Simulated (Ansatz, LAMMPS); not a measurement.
**Relaxing amorphous 14ZrO2-86SiO2 (mol %) (84 atoms)**

Wanted: the relaxed structure of amorphous 14ZrO2-86SiO2 (mol %) (84 atoms) and its electronic structure.

Program: Ansatz 0.2.0. Level of theory: Kohn-Sham DFT, PBE, PAW (set soft_2), plane waves. Results are calculated unless marked as measured.

## 1. Set-up

The cell holds 84 atoms: 4 Zr, 24 Si and 56 O. Its edges and angles: a = 10.760 Å, b = 10.760 Å, c = 10.760 Å, α = 90.0°, β = 90.0°, γ = 90.0°. 84 atoms (4 Zr, 24 Si, 56 O) placed at random at 2.58 g/cm³, melted at 5000 K for 10 ps at fixed volume with the Morse and Coulomb pair potential with partial charges (Pedone, Malavasi, Menziani, Cormack and Segre, J. Phys. Chem. B 110, 11780 (2006)). Quenched from 5000 K to 300 K at 50 K/ps and fixed volume, held 5 ps, then minimised at fixed cell.

What the set-up can't give: The quench rate of 50 K/ps is orders of magnitude faster than experiment, which tends to freeze in extra defects. The starting topology of bonds comes from the classical model. Only the Γ point is sampled in the main run, in a cell whose shortest periodic width is 11 Å.

## 2. The classical run that made the cell

A classical potential supplies the starting structure, since it reaches far longer times than DFT.

This step: classical MD, Morse and Coulomb pair potential with partial charges (Pedone, Malavasi, Menziani, Cormack and Segre, J. Phys. Chem. B 110, 11780 (2006)) (LAMMPS 22 Jul 2025 - Update 4).

Input file in.lmp:

```
# melt-quench of Zr4Si24O56
units metal
atom_style charge
boundary p p p
region box block 0 10.7601 0 10.7601 0 10.7601
create_box 3 box
mass 1 91.2240   # Zr
mass 2 28.0850   # Si
mass 3 15.9990   # O
create_atoms 1 random 4 40749 NULL overlap 1.5 maxtry 2000
create_atoms 2 random 24 40756 NULL overlap 1.5 maxtry 2000
create_atoms 3 random 56 40763 NULL overlap 1.5 maxtry 2000
pair_style hybrid/overlay pedone 5.5 coul/long 8.0
pair_coeff * * coul/long
pair_coeff 1 3 pedone 0.206237 2.479675 2.436997 1   # Zr-O
pair_coeff 2 3 pedone 0.340554 2.006700 2.100000 1   # Si-O
pair_coeff 3 3 pedone 0.042395 1.379316 3.618701 22   # O-O
set type 1 charge 2.4
set type 2 charge 2.4
set type 3 charge -1.2
kspace_style pppm 1.0e-4
neigh_modify delay 0 every 1 check yes
thermo_style custom step time temp pe press density
thermo_modify norm yes
timestep 0.002
thermo 100
min_style cg
minimize 1e-4 1e-4 200 2000
reset_timestep 0
velocity all create 5000 40750 mom yes dist gaussian
fix lim all nve/limit 0.05
fix lan all langevin 5000 5000 0.2 40751 zero yes
thermo 500
run 1000 post no
# [... 10 lines left out ...]
thermo 1250
fix md all nvt temp 300 300 0.2
run 2500 post no
unfix md
thermo 100
min_style cg
minimize 0 1e-3 2000 20000
write_dump all custom glass.dump id type xs ys zs modify sort id
```

The run is started by

```
$ lmp -in in.lmp -log none -nocite
```

Numbers of over 12 decimals in the logs are rounded to 6 here.

The program printed:

```text
LAMMPS (22 Jul 2025 - Update 4)
Created orthogonal box = (0 0 0) to (10.7601 10.7601 10.7601)
Created 4 atoms
Created 24 atoms
Created 56 atoms
PPPM initialization ...
  G vector (1/distance) = 0.38361915
  grid = 12 12 12
  estimated relative force accuracy = 6.0730422e-05
   Step          Time           Temp          PotEng         Press         Density
         0   0              0             -0.96990979     696805.08      2.5790168
        81   0.162          0             -17.081841     -59209.247      2.5790168
Loop time of 0.0487606 s on 1 MPI rank(s) for 81 steps with 84 atoms
Minimization stats:
  Stopping criterion = energy tolerance
[... 36 lines left out ...]
     55000   110            279.62084     -17.300387     -32197.468      2.5790168
     55500   111            277.06513     -17.298726     -29029.962      2.5790168
Loop time of 0.910943 s on 1 MPI rank(s) for 2500 steps with 84 atoms
   Step          Time           Temp          PotEng         Press         Density
     55500   111            277.06513     -17.298726     -29029.962      2.5790168
     55517   111.034        277.06513     -17.341766     -34531.789      2.5790168
Loop time of 0.0313235 s on 1 MPI rank(s) for 17 steps with 84 atoms
Minimization stats:
  Stopping criterion = linesearch alpha is zero
  Energy initial, next-to-last, final =
     -17.2987259530599  -17.3417660002025  -17.3417660002025
  Force two-norm initial, final = 12.923116 0.48911214
  Iterations, force evaluations = 17 67
```

It took 22 s on 1 thread of Arm Neoverse V1, shared host; peak memory 0.072 GiB.

## 3. Single point at the start

The forces at the start show how far the geometry lies from a minimum of this functional.

Input file input.yaml:

```yaml
crystal:
  lattice:
    - [10.7601, 0.0, 0.0]
    - [0.0, 10.7601, 0.0]
    - [0.0, 0.0, 10.7601]
  atoms:
    - { symbol: Zr, position: [0.53307, 0.3033, 0.12309] }
    - { symbol: Zr, position: [0.52443, 0.21392, 0.69435] }
    - { symbol: Zr, position: [0.80546, 0.91904, 0.39829] }
    - { symbol: Zr, position: [0.67558, 0.50967, 0.79398] }
    - { symbol: Si, position: [0.32599, 0.64663, 0.20497] }
    - { symbol: Si, position: [0.82241, 0.79206, 0.11027] }
    - { symbol: Si, position: [0.39274, 0.2636, 0.40865] }
    - { symbol: Si, position: [0.1048, 0.06946, 0.01145] }
    - { symbol: Si, position: [0.50339, 0.7845, 0.3986] }
    - { symbol: Si, position: [0.98314, 0.54594, 0.5913] }
    - { symbol: Si, position: [0.73062, 0.50214, 0.48086] }
    - { symbol: Si, position: [0.10924, 0.8797, 0.51481] }
    - { symbol: Si, position: [0.99849, 0.30349, 0.72841] }
    - { symbol: Si, position: [0.38698, 0.51562, 0.94384] }
    - { symbol: Si, position: [0.98216, 0.02075, 0.741] }
    - { symbol: Si, position: [0.47032, 0.89992, 0.79956] }
    - { symbol: Si, position: [0.33353, 0.7044, 0.61314] }
    - { symbol: Si, position: [0.92766, 0.42893, 0.97442] }
    - { symbol: Si, position: [0.30685, 0.99493, 0.32855] }
    - { symbol: Si, position: [0.18555, 0.4528, 0.38282] }
    - { symbol: Si, position: [0.62479, 0.59943, 0.22235] }
    - { symbol: Si, position: [0.37861, 0.03286, 0.03796] }
    - { symbol: Si, position: [0.27516, 0.41112, 0.64991] }
    - { symbol: Si, position: [0.11864, 0.61437, 0.85585] }
    - { symbol: Si, position: [0.77013, 0.23102, 0.3538] }
    - { symbol: Si, position: [0.10205, 0.7884, 0.07949] }
    - { symbol: Si, position: [0.0152, 0.28282, 0.20499] }
    - { symbol: Si, position: [0.7627, 0.82327, 0.81944] }
    - { symbol: O, position: [0.32642, 0.13411, 0.37888] }
    - { symbol: O, position: [0.66523, 0.56642, 0.36062] }
    - { symbol: O, position: [0.97207, 0.32062, 0.87352] }
    - { symbol: O, position: [0.91274, 0.22971, 0.29732] }
    - { symbol: O, position: [0.67474, 0.23953, 0.24024] }
    - { symbol: O, position: [0.92938, 0.41823, 0.66003] }
    - { symbol: O, position: [0.38007, 0.33566, 0.708] }
    - { symbol: O, position: [0.96526, 0.73811, 0.1181] }
    - { symbol: O, position: [0.81773, 0.90046, 0.21095] }
    - { symbol: O, position: [0.25385, 0.5441, 0.86747] }
    - { symbol: O, position: [0.28377, 0.36668, 0.4767] }
    - { symbol: O, position: [0.14393, 0.35022, 0.6906] }
    - { symbol: O, position: [0.79701, 0.82647, 0.96729] }
    - { symbol: O, position: [0.5926, 0.48438, 0.14771] }
    - { symbol: O, position: [0.76152, 0.10036, 0.42771] }
    - { symbol: O, position: [0.41538, 0.90159, 0.37619] }
    - { symbol: O, position: [0.12862, 0.7425, 0.93433] }
    - { symbol: O, position: [0.4739, 0.6907, 0.26546] }
    - { symbol: O, position: [0.7155, 0.6947, 0.15874] }
    - { symbol: O, position: [0.36228, 0.59316, 0.07433] }
    - { symbol: O, position: [0.38574, 0.7955, 0.72475] }
    - { symbol: O, position: [0.02731, 0.53423, 0.93907] }
    - { symbol: O, position: [0.20787, 0.77191, 0.55556] }
    - { symbol: O, position: [0.03292, 0.04766, 0.8801] }
    - { symbol: O, position: [0.41179, 0.37854, 0.99119] }
    - { symbol: O, position: [0.11884, 0.35841, 0.28899] }
    - { symbol: O, position: [0.44044, 0.71136, 0.50841] }
    - { symbol: O, position: [0.33178, 0.99453, 0.17969] }
    - { symbol: O, position: [0.94964, 0.38235, 0.113] }
    - { symbol: O, position: [0.09182, 0.93506, 0.07794] }
    - { symbol: O, position: [0.05447, 0.61296, 0.7131] }
    - { symbol: O, position: [0.46914, 0.03673, 0.73254] }
    - { symbol: O, position: [0.96366, 0.16469, 0.68923] }
    - { symbol: O, position: [0.42184, 0.92283, 0.94258] }
    - { symbol: O, position: [0.08809, 0.50869, 0.48402] }
    - { symbol: O, position: [0.61787, 0.86477, 0.80034] }
    - { symbol: O, position: [0.18171, 0.94787, 0.3988] }
    - { symbol: O, position: [0.25044, 0.08736, 0.98021] }
    - { symbol: O, position: [0.21444, 0.74252, 0.17068] }
    - { symbol: O, position: [0.42556, 0.32462, 0.2824] }
    - { symbol: O, position: [0.48543, 0.13052, 0.05589] }
    - { symbol: O, position: [0.50535, 0.56132, 0.86757] }
    - { symbol: O, position: [0.79476, 0.47437, 0.93992] }
    - { symbol: O, position: [0.64891, 0.31705, 0.78628] }
    - { symbol: O, position: [0.3027, 0.55673, 0.63016] }
    - { symbol: O, position: [0.97038, 0.85351, 0.46481] }
    - { symbol: O, position: [0.06649, 0.17542, 0.11191] }
    - { symbol: O, position: [0.86121, 0.92549, 0.75154] }
    - { symbol: O, position: [0.07965, 0.95974, 0.64217] }
    - { symbol: O, position: [0.49773, 0.23917, 0.50708] }
    - { symbol: O, position: [0.651, 0.50401, 0.60268] }
    - { symbol: O, position: [0.26498, 0.55568, 0.30849] }
    - { symbol: O, position: [0.76115, 0.36038, 0.43423] }
    - { symbol: O, position: [0.64111, 0.82615, 0.41371] }
    - { symbol: O, position: [0.76855, 0.68238, 0.77443] }
    - { symbol: O, position: [0.86112, 0.58011, 0.51306] }
kpoints:
  mp_grid: { grid: [1, 1, 1] }
hamiltonian:
  xc: pbe
scf:
  occupations: { method: fermi_dirac, width: 0.025 }
output:
  forces: true
```

The run is started by

```
$ ansatz run input.yaml --threads 4 --pin off --max-ram 8192MiB --backend cpu --events-out ev --progress --plain --runs-dir out
```

The program printed:

```text
Engine: ansatz 0.2.0, aarch64-unknown-linux-gnu
Pseudopotentials: kind: paw
Pseudopotential: Zr, paw, valence charge 12, recommended cutoff 420 eV (normal), Zr.paw.azcp
Pseudopotential: Si, paw, valence charge 4, recommended cutoff 420 eV (normal), Si.paw.azcp
Pseudopotential: O, paw, valence charge 6, recommended cutoff 420 eV (normal), O.paw.azcp
[... 5 lines on functional and potentials left out ...]
Crystal: 84 atoms, lattice volume = 1245.802 Å³
Basis set: ecut = 420 eV, 24303 PW (Γ), exchange–correlation on 144×144×144 points (8 copies of the dense FFT grid, shifted against one another)
Bands: 324, of which v1, the nominal top of the filled ones, is band 240 counted from 1 (239 counted from 0)
Symmetry: 1 space group operations
Space group: P1 (ITA 1), of the structure as read, at distance tolerance 1.1e-4 Å
k-points: 1
[... 7 lines on functional and potentials left out ...]
Initial density: superposition of atomic densities (neutral atoms: chi_scale 0, normalization atom), corrected by the library's trained network
Initial wavefunctions: pseudopotential atomic-orbital guess
Functional: x = pbe(κ = 0.804, μ = 0.219515), c = pbe(β = 0.066725)
SCF iter   1: F=—  HF=-63859.103878 eV  |F-HF|=—  |Δ(HF+E_count)|=         —  Δρ=2.59e-3  dr2=1.03e-1  ethr=1.77e-3  ⟨swp⟩=5.0  Hψ=1421  notcnv=0  defer=70
preconditioner: auto → Resta (q_TF=auto, 2.327 Å⁻¹)  ε∞=3.2  [insulator: Δε(μ)=3.510 eV  Ē_g=14.864 eV  σ=0.025 eV  W_gap=1.00  n_scr=250 (ndim 8)  ℏωp=22.3 eV  f_vac=0.206  D(μ)=0.00/eV (n_scr^D=0)  ε∞_Penn≈3.2]
SCF iter   2: F=—  HF=-63859.095510 eV  |F-HF|=—  |Δ(HF+E_count)|=   8.37e-3  Δρ=1.27e-3  dr2=2.05e-2  ethr=2.15e-5  ⟨swp⟩=2.0  Hψ=617  notcnv=0  defer=80
SCF iter   3: F=—  HF=-63859.097075 eV  |F-HF|=—  |Δ(HF+E_count)|=   1.56e-3  Δρ=6.15e-4  dr2=6.68e-3  ethr=4.28e-6  ⟨swp⟩=2.0  Hψ=431  notcnv=0  defer=34
automatic band count: iteration 3 solves 278 bands in place of 324: the levels show a gap, and the empty bands left out lie too high to hold charge; the band table lists the bands solved (type scf.n_extra_bands for more)
SCF iter   4: F=—  HF=-63859.096947 eV  |F-HF|=—  |Δ(HF+E_count)|=   1.28e-4  Δρ=2.93e-4  dr2=1.32e-3  ethr=1.39e-6  ⟨swp⟩=2.0  Hψ=427  notcnv=0  defer=34
SCF iter   5: F=—  HF=-63859.096828 eV  |F-HF|=—  |Δ(HF+E_count)|=   1.19e-4  Δρ=1.38e-4  dr2=2.63e-4  ethr=2.74e-7  ⟨swp⟩=2.0  Hψ=413  notcnv=0  defer=34
SCF iter   6: F=—  HF=-63859.096798 eV  |F-HF|=—  |Δ(HF+E_count)|=   3.06e-5  Δρ=5.84e-5  dr2=4.61e-5  ethr=5.48e-8  ⟨swp⟩=2.0  Hψ=413  notcnv=0  defer=34
SCF iter   7: F=—  HF=-63859.098690 eV  |F-HF|=—  |Δ(HF+E_count)|=   1.89e-3  Δρ=2.37e-5  dr2=6.94e-6  ethr=9.59e-9  ⟨swp⟩=2.0  Hψ=514  notcnv=0  defer=34
SCF iter   8: F=—  HF=-63859.098691 eV  |F-HF|=—  |Δ(HF+E_count)|=   1.50e-6  Δρ=8.22e-6  dr2=9.89e-7  ethr=1.45e-9  ⟨swp⟩=2.0  Hψ=428  notcnv=0  defer=34
SCF iter   9: F=—  HF=-63859.098692 eV  |F-HF|=—  |Δ(HF+E_count)|=   4.67e-7  Δρ=4.94e-6  dr2=2.85e-7  ethr=2.06e-10  ⟨swp⟩=2.0  Hψ=428  notcnv=0  defer=34
SCF iter  10: F=-63859.098692 eV  HF=-63859.098692 eV  |F-HF|=4.58e-10  |Δ(HF+E_count)|=   1.08e-8  Δρ=1.40e-6  dr2=2.57e-8  ethr=2.08e-11  ⟨swp⟩=4.0  Hψ=945  notcnv=0
SCF 1 converged in 10 iterations: F = -63859.098692 eV  dr2 = 2.57e-8
  greatest PAW one-centre occupation: 0.995 electrons in one spin orbital (limit 2), on the Zr atom at site 2 (counted from 0), in its partial waves of l = 0
SCF converged after 10 iterations
Free energy (F): -63859.098692 eV
Harris-Foulkes:  -63859.098692 eV  (|F-HF|=4.58e-10)
Internal energy: -63859.098692 eV  (E = F + TS)
E sigma→0 (E₀):  -63859.098692 eV
Fermi energy:    4.475097 eV
--- Per-component energies (eV) ---
  E_band       = -2969.535307
  E_kinetic    = 12354.422967
  E_local      = -36394.144707  (includes V_loc(G=0)·N_el)
  E_nonlocal   = 3565.677240
  E_hartree    = 13564.639455
  E_xc         = -6127.769037
  E_vxc        = -7191.243306  (∫ρ·V_xc dr)
  E_paw        = -33021.259328  (= ΣΔE_a)
  E_vpaw       = -2433.674842  (= ΣTr[D̂ρ^β])
  E_aug_tail   = 0.143440  (compensation charges beyond the density's cutoff)
  E_ewald      = -17800.808722
  E_smearing   = -0.000000  (= −TS)
  E_closure    = 0.000000  (closes the sum)
  Σ components = -63859.098692   (vs F -63859.098692, Δ=0.00e0)
--- Forces (eV/Å), atoms counted from 1 ---
  atom   1  Zr    -0.79630157    -0.34321748     1.43129138
  atom   2  Zr    -0.54573116     1.30348891    -0.03337638
  atom   3  Zr    -0.20700175     0.50403612    -1.57027290
  atom   4  Zr    -0.49621776     0.30629637     0.35666855
  atom   5  Si    -0.25429262    -0.14968972    -0.45074374
  atom   6  Si     0.60499119    -0.86205073    -0.74283052
  atom   7  Si    -0.65561078    -0.52931956     0.40433269
  atom   8  Si     0.65602552    -0.59626548    -0.19698402
  atom   9  Si    -2.09872946     0.37441856    -0.96538282
  atom  10  Si     0.86909767    -1.86277262     1.25540321
  atom  11  Si     1.10302980    -0.95480068    -0.54317767
  atom  12  Si     0.84243960     0.76803095     0.47067889
  atom  13  Si     1.20101315     1.69003504     0.44824853
  atom  14  Si    -1.00285339     0.48300869     0.45604561
[...]
atom  83  O      0.03428172    -0.85747473    -0.48682698
  atom  84  O     -0.24597628     1.23616066    -0.71753631
  max |Σ_I F_I| component: 1.03e-4 eV/Å
```

Run time: 14 s. Hardware: 4 threads of Arm Neoverse V1, shared host; peak memory 1.4 GiB; 48 s of CPU time.

Numbers from this run:

```yaml
free_energy: -63859.0987 eV
free_energy_per_atom: -760.2274 eV/atom
scf_cycles: 10
r_m_s_force_component: 0.8496 eV/Å
longest_force: 3.681 eV/Å
fermi_energy: 4.475 eV
```

The r.m.s. force component of 0.85 eV/Å sets the starting point.

Neighbours are counted within 2.16 Å (O-Si), 2.82 Å (O-Zr).

Length of the force by element and coordination:

```tsv
element	coordination	atoms	mean length of the force (eV/Å)	spread	least	most
O	all	56	1.23	0.784	0.188	3.68
O	2	54	1.26	0.785	0.188	3.68
O	3	2	0.490	0.0316	0.458	0.521
Si	all	24	1.34	0.673	0.233	2.61
Zr	all	4	1.36	0.403	0.684	1.67
Zr	4	2	1.54	0.124	1.41	1.66
Zr	5	2	1.18	0.495	0.684	1.67
```

(Part 1 of 4 ends here.)

[Logs are printed without paths, hosts, clocks, repeated set-up lines and the standing remarks that a program may print on its own settings, such as how far it seeks lower states.]

[Hosts, paths, dates, database ids (printed as entryN), source tags and the programs' standing remarks are cut or masked in the printed files.]
